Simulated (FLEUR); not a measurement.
# Collinear magnetic orders of Nickel with FLEUR

Does Nickel prefer parallel or opposed moments?

Method: PBEsol; all-electron FLAPW, Dirac cores, scalar-relativistic bands, in FLEUR MaX-R8.1.

**1. The structure**

It takes space group Fm-3m (No. 225, cubic). The conventional cell has a = 3.524 Å, b = 3.524 Å, c = 3.524 Å, α = 90.00°, β = 90.00°, γ = 90.00°. Nearest to Ni lie 12 Ni at 2.49 Å.

As a file:

```
Ni
1.0
     0.00000    1.76194    1.76194
     1.76194    0.00000    1.76194
     1.76194    1.76194    0.00000
Ni
1
Cartesian
  0.0000 0.0000 0.0000
```

**2. Run 1 (ferro +)**

The parallel start is the test of whether parallel moments hold.

inpgen writes inp.xml from crystal.txt; cutoffs, mixing, functional, smearing and local orbitals are then set in the file. The k list default-1 (kpts.xml, not shown) is a Γ-centred 14×14×14 mesh; where the ranks do not divide the number of points, some are split in two of half the weight.

File inp.xml:

```
<?xml version="1.0" encoding="UTF-8" standalone="no"?>
<fleurInput fleurInputVersion="0.39">
   <comment>
      Ni
   </comment>
   <calculationSetup>
      <cutoffs Kmax="3.6" Gmax="10.8" GmaxXC="10.8" numbands="0"/>
      <scfLoop itmax="90" minDistance="0.00002" maxIterBroyd="15" imix="Anderson" alpha="0.05" precondParam="0.0" spinf="2.0" sdNocoIR="T"/>
      <coreElectrons ctail="T" frcor="F" kcrel="0" coretail_lmax="0"/>
      <xcFunctional name="PBEs" relativisticCorrections="F"/>
      <magnetism jspins="2"/>
      <soc l_soc="F" theta="0.0" phi="0.0" spav="F"/>
      <expertModes spex="0" secvar="F"/>
      <geometryOptimization l_f="F" forcealpha="1.0" forcemix="BFGS" epsdisp="0.00001" epsforce="0.00001"/>
      <ldaU l_linMix="F" mixParam="0.05" spinf="1.0"/>
   </calculationSetup>
   <cell>
      <bzIntegration valenceElectrons="18.0" mode="hist" fermiSmearingEnergy="0.00293995">
         <kPointListSelection listName="default-1"/>
         <xi:include xmlns:xi="http://www.w3.org/2001/XInclude" href="kpts.xml"> </xi:include>
      </bzIntegration>
      <xi:include xmlns:xi="http://www.w3.org/2001/XInclude" href="sym.xml"> </xi:include>
      <bulkLattice scale="1.0">
         <bravaisMatrix>
            <row-1>    0.0000000000000000     3.3295745993471009     3.3295745993471009</row-1>
            <row-2>    3.3295745993471009     0.0000000000000000     3.3295745993471009</row-2>
            <row-3>    3.3295745993471009     3.3295745993471009     0.0000000000000000</row-3>
         </bravaisMatrix>
      </bulkLattice>
   </cell>
   <atomSpecies>
      <species name="Nickel (Ni1.000" element="Ni" atomicNumber="28">
         <mtSphere radius="2.3" gridPoints="761" logIncrement="0.016"/>
         <atomicCutoffs lmax="8" lnonsphr="6"/>
         <electronConfig flipSpins="F">
            <coreConfig>(1s1/2) (2s1/2) (2p1/2) (2p3/2)</coreConfig>
            <valenceConfig>(3s1/2) (3p1/2) (3p3/2) (4s1/2) (3d3/2) (3d5/2)</valenceConfig>
            <stateOccupation state="(3d3/2)" spinUp="1.6" spinDown="1.6"/>
            <stateOccupation state="(3d5/2)" spinUp="2.9" spinDown="1.9"/>
         </electronConfig>
         <energyParameters s="4" p="4" d="3" f="4"/>
         <lo type="SCLO" l="0" n="3" eDeriv="0"/>
         <lo type="SCLO" l="1" n="3" eDeriv="0"/>
      </species>
   </atomSpecies>
   <atomGroups>
      <atomGroup species="Nickel (Ni1.000">
         <relPos label="                   1">.0000000000 .0000000000 .0000000000</relPos>
         <force calculate="T" relaxXYZ="TTT"/>
      </atomGroup>
   </atomGroups>
   <output dos="F" band="F" slice="F">
      <bandDOS minEnergy="-.5*Htr" maxEnergy="0.5*Htr" sigma="0.015" storeEVData="T"/>
      <plotting iplot="0" polar="F">
         <plot TwoD="T" vec1="  1.0  0.0  0.0" vec2="  0.0  1.0  0.0" vec3="  0.0  0.0  1.0" zero="  0.0  0.0  0.0" file="plot"/>
      </plotting>
      <moessbauerParams electricFieldGradient="F" isomerShift="F" coreHyperfine="F" valenceHyperfine="F"/>
   </output>
</fleurInput>
```

File crystal.txt:

```
Ni
&input film=F cartesian=F /
0.00000000000  1.76193500000  1.76193500000
1.76193500000  0.00000000000  1.76193500000
1.76193500000  1.76193500000  0.00000000000
1.8897261246
1.0 1.0 1.0

1
28 0.00000000000  0.00000000000  0.00000000000 : 1.000

&kpt div1=14 div2=14 div3=14 gamma=T /
```

Started as:

```
$ OMP_NUM_THREADS=1 inpgen -f crystal.txt > inpgen.log  # inp.xml is then edited as shown
$ OMP_NUM_THREADS=1 mpirun -n 4 fleur_MPI > fleur.log
```

Log:

```text
Welcome to FLEUR        (www.flapw.de)
      MaX-Release 8.1          (www.max-centre.eu)

 ========== k-point set info ==========
 Selected k-point list: default-1
 k-point list type: mesh
 14 x 14 x 14
 Number of k points: 104

 ------------Calculation Setup---------------------------
 Number of MPI-tasks      :            4
 Number of PE/node        :            4
 Number of OMP-threads    :            1
 k-points in parallel     :            4
 pe's per k-point         :            1
 No of k-point loops      :           26
 Eigenvalue solver        :       lapack
 Number of basis functions:           70
 Approximate size of matrices (H+S) per k-point:         0.000 GB
 --------------------------------------------------------
 Iteration:     1   Distance:       8.37958842 me/bohr^3
 Iteration:     2   Distance:       8.04415900 me/bohr^3
 Iteration:     3   Distance:       2.45411995 me/bohr^3
 Iteration:     4   Distance:       1.89036945 me/bohr^3
 Iteration:     5   Distance:       1.96345492 me/bohr^3
 Iteration:     6   Distance:       0.98160516 me/bohr^3
 Iteration:     7   Distance:       0.98577604 me/bohr^3
 Iteration:     8   Distance:       0.36525087 me/bohr^3
 Iteration:     9   Distance:       0.18887636 me/bohr^3
 Iteration:    10   Distance:       0.03691379 me/bohr^3
 Iteration:    11   Distance:       0.01337988 me/bohr^3
 Iteration:    12   Distance:       0.01500439 me/bohr^3
 Iteration:    13   Distance:       0.00077051 me/bohr^3
 Iteration:    14   Distance:       0.00096561 me/bohr^3
 Iteration:    15   Distance:       0.00004356 me/bohr^3
 Iteration:    16   Distance:       0.00004145 me/bohr^3
 Iteration:    17   Distance:       0.00003259 me/bohr^3
 Iteration:    18   Distance:       0.00000724 me/bohr^3

 ********************************************************************
 Run finished successfully
 Stop message:
   all done
 ********************************************************************

--- out.xml (last complete iteration) ---
<iteration numberForCurrentRun="   18" overallNumber="   18">
         <energyParameters units="Htr">
            <atomicEP atomType="1" spin="1" branch="4s" branchLowest="-3.48" branchHighest="1.63" value="0.1725310993"/>
            <atomicEP atomType="1" spin="1" branch="4p" branchLowest="-2.02" branchHighest="2.22" value="0.3155066390"/>
            <atomicEP atomType="1" spin="1" branch="3d" branchLowest="-9.99" branchHighest="0.33" value="0.2342838902"/>
            <atomicEP atomType="1" spin="1" branch="4f" branchLowest="-9.99" branchHighest="3.59" value="0.6373363094"/>
            <loAtomicEP atomType="1" spin="1" branch="3s" branchLowest="-35.44" branchHighest="-3.48" value="-3.4845780542"/>
            <loAtomicEP atomType="1" spin="1" branch="3p" branchLowest="-30.42" branchHighest="-2.02" value="-2.0346156648"/>
            <atomicEP atomType="1" spin="2" branch="4s" branchLowest="-3.45" branchHighest="1.64" value="0.1674944239"/>
            <atomicEP atomType="1" spin="2" branch="4p" branchLowest="-2.00" branchHighest="2.24" value="0.3084824921"/>
            <atomicEP atomType="1" spin="2" branch="3d" branchLowest="-9.99" branchHighest="0.36" value="0.2552536588"/>
            <atomicEP atomType="1" spin="2" branch="4f" branchLowest="-9.99" branchHighest="3.61" value="0.6289998883"/>
            <loAtomicEP atomType="1" spin="2" branch="3s" branchLowest="-35.43" branchHighest="-3.45" value="-3.4553770383"/>
            <loAtomicEP atomType="1" spin="2" branch="3p" branchLowest="-30.41" branchHighest="-2.00" value="-2.0062048180"/>
         </energyParameters>
         <bandgap value="0.0050260860" units="eV"/>
         <sumValenceSingleParticleEnergies value="-16.7813615170" units="Htr"/>
         <FermiEnergy value="0.3121272148" units="Htr"/>
         <valenceDensity>
            <mtCharges spin="1">
               <mtCharge atomType="1" total="8.8886057" s="1.2221783" p="3.1998900" d="4.4473571" f="0.0143579"/>
            </mtCharges>
            <mtCharges spin="2">
               <mtCharge atomType="1" total="8.2590907" s="1.2271995" p="3.2202158" d="3.7917860" f="0.0151658"/>
            </mtCharges>
            <spinDependentCharge spin="1" total="9.3012692" interstitial="0.4126635" mtSpheres="8.8886057"/>
            <spinDependentCharge spin="2" total="8.6987308" interstitial="0.4396401" mtSpheres="8.2590907"/>
            <totalCharge value="18.0000000000"/>
         </valenceDensity>
         <coreStates atomType="     1" atomicNumber=" 28" spin="1" kinEnergy="    676.3689496528" eigValSum="   -427.5550229309" lostElectrons=" 0.000000">
            <state n="1" l="0" j="0.5" energy="-300.8407888717" weight="1.0000000000"/>
            <state n="2" l="0" j="0.5" energy="-35.4445691672" weight="1.0000000000"/>
            <state n="2" l="1" j="0.5" energy="-30.8508541275" weight="1.0000000000"/>
            <state n="2" l="1" j="1.5" energy="-30.2094053822" weight="2.0000000000"/>
         </coreStates>
         <coreStates atomType="     1" atomicNumber=" 28" spin="2" kinEnergy="    676.5156041563" eigValSum="   -427.5053450453" lostElectrons=" 0.000000">
            <state n="1" l="0" j="0.5" energy="-300.8408303083" weight="1.0000000000"/>
            <state n="2" l="0" j="0.5" energy="-35.4293290800" weight="1.0000000000"/>
            <state n="2" l="1" j="0.5" energy="-30.8396083639" weight="1.0000000000"/>
            <state n="2" l="1" j="1.5" energy="-30.1977886465" weight="2.0000000000"/>
         </coreStates>
         <allElectronCharges>
            <spinDependentCharge spin="1" total="14.3012692" interstitial="0.4126635" mtSpheres="13.8886057"/>
            <spinDependentCharge spin="2" total="13.6987308" interstitial="0.4396401" mtSpheres="13.2590907"/>
            <totalCharge value="28.0000000002"/>
         </allElectronCharges>
         <magneticMomentsInMTSpheres units="muBohr">
            <globalMagMoment atomType="1" vec="0.00000   0.00000   0.62952"/>
            <localMagMoment atomType="1" vec="0.00000   0.00000   0.62952"/>
         </magneticMomentsInMTSpheres>
         <moessbauerParams unitsHFF="kG" unitsIS="e/bohr^3" unitsEFG="Htr/bohr^2">
         </moessbauerParams>
         <totalEnergy value="    -1519.5532840433" units="Htr">
            <sumOfEigenvalues value="     -871.8417294932">
               <coreElectrons value="-855.0603679762"/>
               <valenceElectrons value="-16.7813615170"/>
            </sumOfEigenvalues>
            <densityCoulombPotentialIntegral value="-2333.7606543340"/>
            <densityEffectivePotentialIntegral value="-2415.3828770492"/>
            <chargeDenXCDenIntegral value="-62.2828549526"/>
            <FockExchangeEnergyValence value="0.0000000000"/>
            <FockExchangeEnergyCore value="0.0000000000"/>
            <atomTypeDependentContributions atomType="1">
               <electronNucleiInteractionDifferentMTs value="1824.2954921287"/>
               <MadelungTerm value="-9.6357573510"/>
            </atomTypeDependentContributions>
            <tkbTimesEntropy value="0.0013984153"/>
            <freeEnergy value="-1519.5546824586"/>
            <extrapolationTo0K value="-1519.5539832509"/>
         </totalEnergy>
         <densityConvergence units="me/bohr^3">
            <chargeDensity spin="1" distance="0.0000049923"/>
            <chargeDensity spin="2" distance="0.0000038050"/>
            <overallChargeDensity distance="0.0000072432"/>
            <spinDensity distance="0.0000051320"/>
         </densityConvergence>
      </iteration>
```

It took 5.1 s on 4 MPI ranks of Intel Xeon 6975P-C (Granite Rapids), shared host; peak memory 0.2 GiB.

Read from the output:

```yaml
free_energy: -41349.1894 eV
program_s_band_gap_on_this_mesh_in_a_metal_only_a_level_spacing: 0.005026 eV
magnetization: 0.6025 μB
final_state: ferromagnetic
largest_moment: 0.6295 μB
```

After 18 cycles the largest moment stands at 0.630 μB.

**3. Order 2, typed as antiferro q=(0,1/2,1/2) +-**

An opposed order shows whether neighbours prefer unlike signs.

This order needs a doubled cell of 2 atoms. The mesh is halved along the doubled vector, so that both cells sample the same points. The k list default-1 (kpts.xml, not shown) is a Γ-centred 14×7×14 mesh.

Edit inp.xml of step 2 so:

```diff
@@ -17,3 +17,3 @@
    <cell>
-      <bzIntegration valenceElectrons="18.0" mode="hist" fermiSmearingEnergy="0.00293995">
+      <bzIntegration valenceElectrons="36.0" mode="hist" fermiSmearingEnergy="0.00293995">
          <kPointListSelection listName="default-1"/>
@@ -25,4 +25,4 @@
             <row-1>    0.0000000000000000     3.3295745993471009     3.3295745993471009</row-1>
-            <row-2>    3.3295745993471009     0.0000000000000000     3.3295745993471009</row-2>
-            <row-3>    3.3295745993471009     3.3295745993471009     0.0000000000000000</row-3>
+            <row-2>    6.6591491986942017     0.0000000000000000     6.6591491986942017</row-2>
+            <row-3>    6.6591491986942017     3.3295745993471009     3.3295745993471009</row-3>
          </bravaisMatrix>
@@ -44,2 +44,15 @@
       </species>
+      <species name="Nickel (Ni-1.000" element="Ni" atomicNumber="28">
+         <mtSphere radius="2.3" gridPoints="761" logIncrement="0.016"/>
+         <atomicCutoffs lmax="8" lnonsphr="6"/>
+         <electronConfig flipSpins="F">
+            <coreConfig>(1s1/2) (2s1/2) (2p1/2) (2p3/2)</coreConfig>
+            <valenceConfig>(3s1/2) (3p1/2) (3p3/2) (4s1/2) (3d3/2) (3d5/2)</valenceConfig>
+            <stateOccupation state="(3d3/2)" spinUp="1.6" spinDown="1.6"/>
+            <stateOccupation state="(3d5/2)" spinUp="1.9" spinDown="2.9"/>
+         </electronConfig>
+         <energyParameters s="4" p="4" d="3" f="4"/>
+         <lo type="SCLO" l="0" n="3" eDeriv="0"/>
+         <lo type="SCLO" l="1" n="3" eDeriv="0"/>
+      </species>
    </atomSpecies>
@@ -48,2 +61,6 @@
          <relPos label="                   1">.0000000000 .0000000000 .0000000000</relPos>
+         <force calculate="T" relaxXYZ="TTT"/>
+      </atomGroup>
+      <atomGroup species="Nickel (Ni-1.000">
+         <relPos label="                   2">.0000000000 1.000/2.000 .0000000000</relPos>
          <force calculate="T" relaxXYZ="TTT"/>
```

File crystal.txt:

```
Ni
&input film=F cartesian=F /
0.00000000000  1.76193500000  1.76193500000
3.52387000000  0.00000000000  3.52387000000
3.52387000000  1.76193500000  1.76193500000
1.8897261246
1.0 1.0 1.0

2
28 0.00000000000  0.00000000000  0.00000000000 : 1.000
28 0.00000000000  0.50000000000  0.00000000000 : -1.000

&kpt div1=14 div2=7 div3=14 gamma=T /
```

Log:

```text
[banner, memory and clock lines left out]
Welcome to FLEUR        (www.flapw.de)
      MaX-Release 8.1          (www.max-centre.eu)

 ========== k-point set info ==========
 Selected k-point list: default-1
 k-point list type: mesh
 14 x 7 x 14
 Number of k points: 372

 ------------Calculation Setup---------------------------
 Number of PE/node        :            4
 Number of OMP-threads    :            1
 k-points in parallel     :            4
 pe's per k-point         :            1
 No of k-point loops      :           93
 Eigenvalue solver        :       lapack
 Number of basis functions:          140
 Approximate size of matrices (H+S) per k-point:         0.000 GB
 Iteration:     1   Distance:      19.25384461 me/bohr^3
 Iteration:     2   Distance:      18.69612726 me/bohr^3
 Iteration:     3   Distance:       6.46298948 me/bohr^3
 Iteration:     4   Distance:       4.95413272 me/bohr^3
 Iteration:     5   Distance:       4.30135645 me/bohr^3
 Iteration:     6   Distance:       2.07604059 me/bohr^3
 Iteration:     7   Distance:       1.97669413 me/bohr^3
 Iteration:     8   Distance:       1.55339594 me/bohr^3
 Iteration:     9   Distance:       1.33853929 me/bohr^3
 Iteration:    10   Distance:       1.33395192 me/bohr^3
[... 19 iterations left out ...]
 Iteration:    30   Distance:       0.00017379 me/bohr^3
 Iteration:    31   Distance:       0.00017139 me/bohr^3
 Iteration:    32   Distance:       0.00014681 me/bohr^3
 Iteration:    33   Distance:       0.00013802 me/bohr^3
 Iteration:    34   Distance:       0.00012872 me/bohr^3
 Iteration:    35   Distance:       0.00012843 me/bohr^3
 Iteration:    36   Distance:       0.00009539 me/bohr^3
 Iteration:    37   Distance:       0.00015639 me/bohr^3
 Iteration:    38   Distance:       0.00003285 me/bohr^3
 Iteration:    39   Distance:       0.00001340 me/bohr^3

 ********************************************************************
 Run finished successfully
 Stop message:
   all done
 ********************************************************************

--- out.xml (last complete iteration) ---
<iteration numberForCurrentRun="   39" overallNumber="   39">
         [... left out ...]
         <bandgap value="0.0000000089" units="eV"/>
         <sumValenceSingleParticleEnergies value="-33.5423913953" units="Htr"/>
         <FermiEnergy value="0.3053948445" units="Htr"/>
         <valenceDensity>
            <mtCharges spin="1">
               <mtCharge atomType="1" total="8.5747703" s="1.2236355" p="3.2085470" d="4.1229542" f="0.0148521"/>
               <mtCharge atomType="2" total="8.5747699" s="1.2236355" p="3.2085470" d="4.1229538" f="0.0148521"/>
            </mtCharges>
            <mtCharges spin="2">
               <mtCharge atomType="1" total="8.5747701" s="1.2236355" p="3.2085470" d="4.1229540" f="0.0148521"/>
               <mtCharge atomType="2" total="8.5747701" s="1.2236355" p="3.2085470" d="4.1229540" f="0.0148521"/>
            </mtCharges>
            <spinDependentCharge spin="1" total="18.0000000" interstitial="0.8504598" mtSpheres="17.1495401"/>
            <spinDependentCharge spin="2" total="18.0000000" interstitial="0.8504598" mtSpheres="17.1495402"/>
            <totalCharge value="36.0000000000"/>
         </valenceDensity>
         [... left out ...]
         <magneticMomentsInMTSpheres units="muBohr">
            <globalMagMoment atomType="1" vec="0.00000   0.00000   0.00000"/>
            <localMagMoment atomType="1" vec="0.00000   0.00000   0.00000"/>
            <globalMagMoment atomType="2" vec="0.00000   0.00000   0.00000"/>
            <localMagMoment atomType="2" vec="0.00000   0.00000   0.00000"/>
         </magneticMomentsInMTSpheres>
         [... left out ...]
         <totalEnergy value="    -3039.1018569905" units="Htr">
            <sumOfEigenvalues value="    -1743.6598058835">
               <coreElectrons value="-1710.1174144882"/>
               <valenceElectrons value="-33.5423913953"/>
            </sumOfEigenvalues>
            <densityCoulombPotentialIntegral value="-4667.4895043082"/>
            <densityEffectivePotentialIntegral value="-4830.7228484129"/>
            <chargeDenXCDenIntegral value="-124.5573979412"/>
            <FockExchangeEnergyValence value="0.0000000000"/>
            <FockExchangeEnergyCore value="0.0000000000"/>
         [... left out ...]
            <tkbTimesEntropy value="0.0047120625"/>
            <freeEnergy value="-3039.1065690531"/>
            <extrapolationTo0K value="-3039.1042130218"/>
         </totalEnergy>
         <densityConvergence units="me/bohr^3">
            <chargeDensity spin="1" distance="0.0000064142"/>
            <chargeDensity spin="2" distance="0.0000084969"/>
            <overallChargeDensity distance="0.0000134009"/>
            <spinDensity distance="0.0000068626"/>
         </densityConvergence>
      </iteration>
```

Elapsed: 75 s, on 4 MPI ranks; peak memory 0.3 GiB; 5 min of CPU time.

Numbers from this step:

| Quantity | Value |
| --- | --- |
| free energy | -82698.3027 eV |
| program's band gap on this mesh (in a metal only a level spacing) | 8.90e-9 eV |
| final state | non-magnetic |

It lies 38.0 meV a seeded atom over the first start.

(Continued in part 2 of 2.)

[Logs and program files are shortened in this print: banners, set-up blocks, solver, clock and traceback lines can be left out without a mark of their own.]

[Logs are printed without paths, hosts, clocks, repeated set-up lines and the standing remarks that a program may print on its own settings, such as how far it seeks lower states.]

[Hosts, paths, dates, database ids (printed as entryN), source tags and the programs' standing remarks are cut or masked in the printed files.]

[Where a cell is said to come from a database of computed structures, the database is the Materials Project.]
